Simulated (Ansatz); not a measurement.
# Quasi-harmonic thermodynamics of GaAs (F-43m), part 2 of 3

Wanted: α(T), C_P(T) and B(T) of GaAs in the quasi-harmonic approximation.

Measurements to reproduce:
- volume expansion coefficient 16.2 1e-6/K, heat capacity C_P per formula unit 46.8 J/mol/K and bulk modulus 74.8 GPa near room temperature (given in “High-Throughput Prediction of Finite-Temperature Properties using the Quasi-Harmonic Approximation”, 2016, arXiv:1603.06924)

Ansatz 0.2.0; DFT LDA, scalar-relativistic, plane waves, PAW.

So far. Step 2 (A first coarse run): The start is under -1.9 GPa at this level and looks like an insulator or semiconductor on this mesh. Step 4 (Tight relaxation): The residual pressure is 0.0036 GPa, small enough for phonons. The relaxed cell has a = 5.603 Å (conventional setting).

### 5. Phonons on strained cells, cutoff 487.2 eV, k-mesh 12×12×12

The study relaxes the crystal at several strains, solves the phonons on some of them and minimises the free energy at each temperature (static energy, vibrations, the electrons in a metal, and PV under a set pressure); the q-mesh sets how far the force constants reach.

The input, input.yaml:

```yaml
crystal:
  lattice:
    - [0.0, 2.8015748524, 2.8015748524]
    - [2.8015748524, 0.0, 2.8015748524]
    - [2.8015748524, 2.8015748524, 0.0]
  atoms:
    - { symbol: Ga, position: [0.0, 0.0, 0.0] }
    - { symbol: As, position: [0.25, 0.25, 0.25] }
kpoints:
  mp_grid: { grid: [12, 12, 12] }
hamiltonian:
  xc: lda
scf:
  occupations: { method: fixed }
  lower_state_search: "off"
output:
  eigenvalues: true
phonons:
  method: dfpt
  qmesh: [2, 2, 2]
  temperatures: { t_max: 800.0, t_step: 50 }
  thermal_expansion: {}
```

On the command line:

```bash
$ ansatz run input.yaml --threads 8 --pin off --max-ram 16384MiB --backend cpu --events-out ev --progress --plain --runs-dir out
```

It took 7.3 min on 8 threads of Arm Neoverse N1, shared host; peak memory 1.6 GiB.

This step gave:

```
pressure                                         : 0.002187 GPa
gap on the k-mesh                                : 0.4873 eV
volume expansion coefficient at 298 K            : 14.34 1e-6/K
C_P at 298 K                                     : 23.21 J/mol-atom/K
entropy at 298 K                                 : 33.04 J/mol-atom/K
isothermal bulk modulus at 298 K                 : 71.00 GPa
Grüneisen parameter at 298 K                     : 0.5855
volume at 298 K                                  : 22.11 Å³/atom
principal linear expansion coefficients at 298 K : 4.778, 4.778, 4.778 1e-6/K
```

Strained cells of the study; zero-point energy where phonons were solved; the pressures are stresses at a fixed cutoff and can carry an offset from the finite basis. Expansion cells, by row:

```
cell  |a| (Å)  |b| (Å)  |c| (Å)  V (Å³/atom)  E - E_lowest (meV/atom)  pressure, compression positive (GPa)  gap (eV)  zero-point energy (meV/atom)
   1    3.962    3.962    3.962        21.99                        0                                 -0.01    0.4873                             -
   2    3.994    3.994    3.994        22.52                    2.844                                -1.689    0.3076                             -
   3    3.931    3.931    3.931        21.47                    2.981                                 1.866    0.6702                             -
   4    3.962    3.962    3.962           22                        0                                -0.031    0.4852                         33.85
   5    3.982    3.982    3.982        22.33                    1.165                                -1.102    0.3723                          33.3
   6    3.972    3.972    3.972        22.15                    0.265                                 -0.54    0.4324                         33.59
   7     3.99     3.99     3.99        22.46                    2.247                                 -1.51    0.3275                         33.09
   8    3.923    3.923    3.923        21.35                    4.605                                 2.348    0.7145                             -
   9    3.943    3.943    3.943        21.67                    1.117                                 1.118    0.5993                             -
  10    4.004    4.004    4.004         22.7                    4.969                                -2.196    0.2496                             -
```

Quasi-harmonic; a, b, c are the run's own cell vectors. Expansion, by row:

```
T (K)  a (Å)  b (Å)  c (Å)  alpha (deg)  beta (deg)  gamma (deg)  cell volume (Å³/cell)  alpha_a (1e-6/K)  alpha_b (1e-6/K)  alpha_c (1e-6/K)  alpha_V (1e-6/K)  C_P (J/mol-atom/K)  C_V (J/mol-atom/K)  S (J/mol-atom/K)  B_T (GPa)  B_S (GPa)  Grueneisen  extrapolation  fit error (1e-6/K)
    0  3.967  3.967  3.967           60          60           60                  44.14                 0                 0                 0                 0                   0                   0                 0      73.29      73.29           -              0                   0
   50  3.967  3.967  3.967           60          60           60                  44.13             -1.11             -1.11             -1.11             -3.32               6.954               6.954             4.174      73.21      73.22      -0.465              0                   0
  100  3.967  3.967  3.967           60          60           60                  44.13              1.08              1.08              1.08              3.23               14.56               14.56             11.46      72.91      72.91       0.215              0                   0
  150  3.967  3.967  3.967           60          60           60                  44.15              2.87              2.87              2.87               8.6               19.01                  19             18.31      72.47      72.51       0.436              0                   0
  200  3.968  3.968  3.968           60          60           60                  44.17              3.85              3.85              3.85             11.56               21.27               21.24             24.12      71.99      72.08       0.521              0                0.01
  250  3.969  3.969  3.969           60          60           60                   44.2              4.42              4.42              4.42             13.27                22.5               22.45             29.01      71.49      71.62       0.562              0                0.01
298.1  3.969  3.969  3.969           60          60           60                  44.22              4.78              4.78              4.78             14.33               23.21               23.15             33.04         71      71.18       0.586              0                0.01
  300  3.969  3.969  3.969           60          60           60                  44.23              4.79              4.79              4.79             14.37               23.23               23.17             33.18      70.98      71.16       0.586              0                0.01
  350   3.97   3.97   3.97           60          60           60                  44.26              5.04              5.04              5.04             15.13               23.69               23.62              36.8      70.47      70.69       0.602              0                0.02
  400  3.971  3.971  3.971           60          60           60                  44.29              5.24              5.24              5.24             15.71               24.01               23.92             39.99      69.95      70.22       0.613              0                0.02
  450  3.973  3.973  3.973           60          60           60                  44.33              5.39              5.39              5.39             16.17               24.24               24.13             42.83      69.44      69.75       0.621              0                0.02
  500  3.974  3.974  3.974           60          60           60                  44.36              5.52              5.52              5.52             16.56               24.41               24.28             45.39      68.92      69.28       0.628              0                0.02
  550  3.975  3.975  3.975           60          60           60                   44.4              5.64              5.64              5.64             16.91               24.54                24.4             47.73      68.41      68.81       0.634              0                0.02
  600  3.976  3.976  3.976           60          60           60                  44.44              5.74              5.74              5.74             17.22               24.64               24.48             49.87      67.89      68.34       0.639              0                0.01
  650  3.977  3.977  3.977           60          60           60                  44.48              5.84              5.84              5.84             17.52               24.73               24.55             51.84      67.38      67.87       0.644              0                0.01
  700  3.978  3.978  3.978           60          60           60                  44.52              5.93              5.93              5.93              17.8                24.8               24.61             53.68      66.87      67.41       0.648              0                0.01
  750  3.979  3.979  3.979           60          60           60                  44.56              6.02              6.02              6.02             18.07               24.87               24.65             55.39      66.36      66.94       0.653              0                0.02
  800  3.981  3.981  3.981           60          60           60                   44.6              6.11              6.11              6.11             18.33               24.93               24.69                57      65.85      66.48       0.657              0                0.03
```

Table of expansion coefficient by temperature; values in 1e-6/K:

```
temperature (K)  volume  principal 1
              0       0            0
             50   -3.32        -1.11
            100    3.23         1.08
            150     8.6         2.87
            200    11.6         3.85
            250    13.3         4.42
            298    14.3         4.78
            300    14.4         4.79
            350    15.1         5.04
            400    15.7         5.24
            450    16.2         5.39
            500    16.6         5.52
            550    16.9         5.64
            600    17.2         5.74
            650    17.5         5.84
            700    17.8         5.93
            750    18.1         6.02
            800    18.3         6.11
```

At 298 K the volume expansion is 14.3 × 10⁻⁶/K and B_T is 71.0 GPa. The log warns that this q-mesh is too narrow, so the figure can be far off. The program raised the cutoff to 487.2 eV by itself: with no cutoff typed, the study takes about 1.16 times the default for its relaxations and scales it with the volume for the phonons.

### 6. The quasi-harmonic study, k-mesh 8×8×8, q-mesh 4×4×4

input.yaml: that of step 5 with these lines changed.

```diff
@@ -9,3 +9,3 @@
 kpoints:
-  mp_grid: { grid: [12, 12, 12] }
+  mp_grid: { grid: [8, 8, 8] }
 hamiltonian:
@@ -19,3 +19,3 @@
   method: dfpt
-  qmesh: [2, 2, 2]
+  qmesh: [4, 4, 4]
   temperatures: { t_max: 800.0, t_step: 50 }
```

Run time: 12 min. Hardware: 8 threads; peak memory 1.5 GiB.

This step gave:

| Item | Value |
| --- | --- |
| pressure | -0.02601 GPa |
| gap on the k-mesh | 0.4861 eV |
| volume expansion coefficient at 298 K | 18.60 1e-6/K |
| C_P at 298 K | 23.28 J/mol-atom/K |
| entropy at 298 K | 32.66 J/mol-atom/K |
| isothermal bulk modulus at 298 K | 71.44 GPa |
| Grüneisen parameter at 298 K | 0.7639 |
| volume at 298 K | 22.13 Å³/atom |
| principal linear expansion coefficients at 298 K | 6.2, 6.2, 6.2 1e-6/K |

Strained cells of the study; zero-point energy where phonons were solved; the pressures are stresses at a fixed cutoff and can carry an offset from the finite basis. Expansion cells, by row:

```
cell  |a| (Å)  |b| (Å)  |c| (Å)  V (Å³/atom)  E - E_lowest (meV/atom)  pressure, compression positive (GPa)  gap (eV)  zero-point energy (meV/atom)
   1    3.962    3.962    3.962        21.99                        0                                -0.038    0.4861                             -
   2    3.994    3.994    3.994        22.52                    2.941                                 -1.72    0.3062                             -
   3    3.931    3.931    3.931        21.47                    2.896                                 1.841    0.6691                             -
   4    3.962    3.962    3.962        21.99                        0                                -0.031    0.4868                         33.73
   5    3.982    3.982    3.982        22.32                    1.168                                -1.107    0.3739                         33.17
   6    3.972    3.972    3.972        22.16                    0.326                                -0.599     0.428                         33.44
   7    3.993    3.993    3.993        22.51                     2.78                                -1.674    0.3114                         32.85
   8    3.923    3.923    3.923        21.34                    4.617                                 2.356    0.7164                             -
   9    3.942    3.942    3.942        21.66                    1.119                                 1.122     0.601                             -
  10    4.008    4.008    4.008        22.77                    6.145                                 -2.43    0.2247                             -
```

Quasi-harmonic; a, b, c are the run's own cell vectors. Expansion, by row:

```
T (K)  a (Å)  b (Å)  c (Å)  alpha (deg)  beta (deg)  gamma (deg)  cell volume (Å³/cell)  alpha_a (1e-6/K)  alpha_b (1e-6/K)  alpha_c (1e-6/K)  alpha_V (1e-6/K)  C_P (J/mol-atom/K)  C_V (J/mol-atom/K)  S (J/mol-atom/K)  B_T (GPa)  B_S (GPa)  Grueneisen  extrapolation  fit error (1e-6/K)
    0  3.966  3.966  3.966           60          60           60                  44.13                 0                 0                 0                 0                   0                   0                 0      73.57      73.57           -              0                   0
   50  3.966  3.966  3.966           60          60           60                  44.13             -0.07             -0.07             -0.07             -0.21               6.841               6.841             3.683      73.52      73.52       -0.03              0                   0
  100  3.967  3.967  3.967           60          60           60                  44.13              2.41              2.41              2.41              7.24               14.66               14.66             10.99      73.25      73.27       0.481              0                   0
  150  3.967  3.967  3.967           60          60           60                  44.16              4.26              4.26              4.26             12.78               19.11               19.08             17.88      72.84      72.93       0.649              0                0.01
  200  3.968  3.968  3.968           60          60           60                  44.19              5.26              5.26              5.26             15.79               21.35                21.3             23.71      72.38      72.55       0.714              0                0.01
  250  3.969  3.969  3.969           60          60           60                  44.23              5.84              5.84              5.84             17.53               22.57                22.5             28.62      71.91      72.14       0.746              0                0.01
298.1  3.971  3.971  3.971           60          60           60                  44.26               6.2               6.2               6.2              18.6               23.28               23.18             32.66      71.44      71.75       0.764              0                0.02
  300  3.971  3.971  3.971           60          60           60                  44.27              6.21              6.21              6.21             18.63                23.3                23.2             32.81      71.42      71.73       0.764              0                0.02
  350  3.972  3.972  3.972           60          60           60                  44.31              6.47              6.47              6.47             19.41               23.77               23.65             36.44      70.94      71.31       0.777              0                0.02
  400  3.973  3.973  3.973           60          60           60                  44.35              6.66              6.66              6.66             19.99               24.09               23.94             39.63      70.44      70.89       0.786              0                0.02
  450  3.975  3.975  3.975           60          60           60                   44.4              6.82              6.82              6.82             20.46               24.32               24.15             42.48      69.95      70.46       0.792              0                0.02
  500  3.976  3.976  3.976           60          60           60                  44.44              6.96              6.96              6.96             20.87                24.5                24.3             45.06      69.46      70.03       0.798              0                0.01
  550  3.977  3.977  3.977           60          60           60                  44.49              7.07              7.07              7.07             21.22               24.64               24.41              47.4      68.96      69.61       0.803              0                0.01
  600  3.979  3.979  3.979           60          60           60                  44.54              7.18              7.18              7.18             21.55               24.75               24.49             49.55      68.46      69.18       0.808              0                0.01
  650   3.98   3.98   3.98           60          60           60                  44.58              7.28              7.28              7.28             21.85               24.84               24.56             51.53      67.97      68.75       0.812              0                0.01
  700  3.982  3.982  3.982           60          60           60                  44.63              7.38              7.38              7.38             22.14               24.93               24.61             53.38      67.47      68.32       0.816              0                0.02
  750  3.983  3.983  3.983           60          60           60                  44.68              7.47              7.47              7.47             22.42                  25               24.66              55.1      66.97      67.89       0.819              0                0.03
  800  3.985  3.985  3.985           60          60           60                  44.73              7.57              7.57              7.57              22.7               25.07                24.7             56.72      66.47      67.47       0.823              0                0.04
```

The expansion coefficient by temperature; values in 1e-6/K:

```
temperature (K)  volume  principal 1
              0       0            0
             50   -0.21        -0.07
            100    7.24         2.41
            150    12.8         4.26
            200    15.8         5.26
            250    17.5         5.84
            298    18.6          6.2
            300    18.6         6.21
            350    19.4         6.47
            400    20.0         6.66
            450    20.5         6.82
            500    20.9         6.96
            550    21.2         7.07
            600    21.6         7.18
            650    21.9         7.28
            700    22.1         7.38
            750    22.4         7.47
            800    22.7         7.57
```

Changing the q-mesh (2×2×2 → 4×4×4) and the k-mesh (12×12×12 → 8×8×8) takes the volume expansion at 298 K from 14.3 to 18.6 × 10⁻⁶/K and B_T from 71.0 to 71.4 GPa.

(Continued in part 3 of 3.)

[Logs are printed without paths, hosts, clocks, repeated set-up lines and the standing remarks that a program may print on its own settings, such as how far it seeks lower states.]

[Hosts, paths, dates, database ids (printed as entryN), source tags and the programs' standing remarks are cut or masked in the printed files.]

[A step with changed settings may run another functional than the one named; its input shows which.]
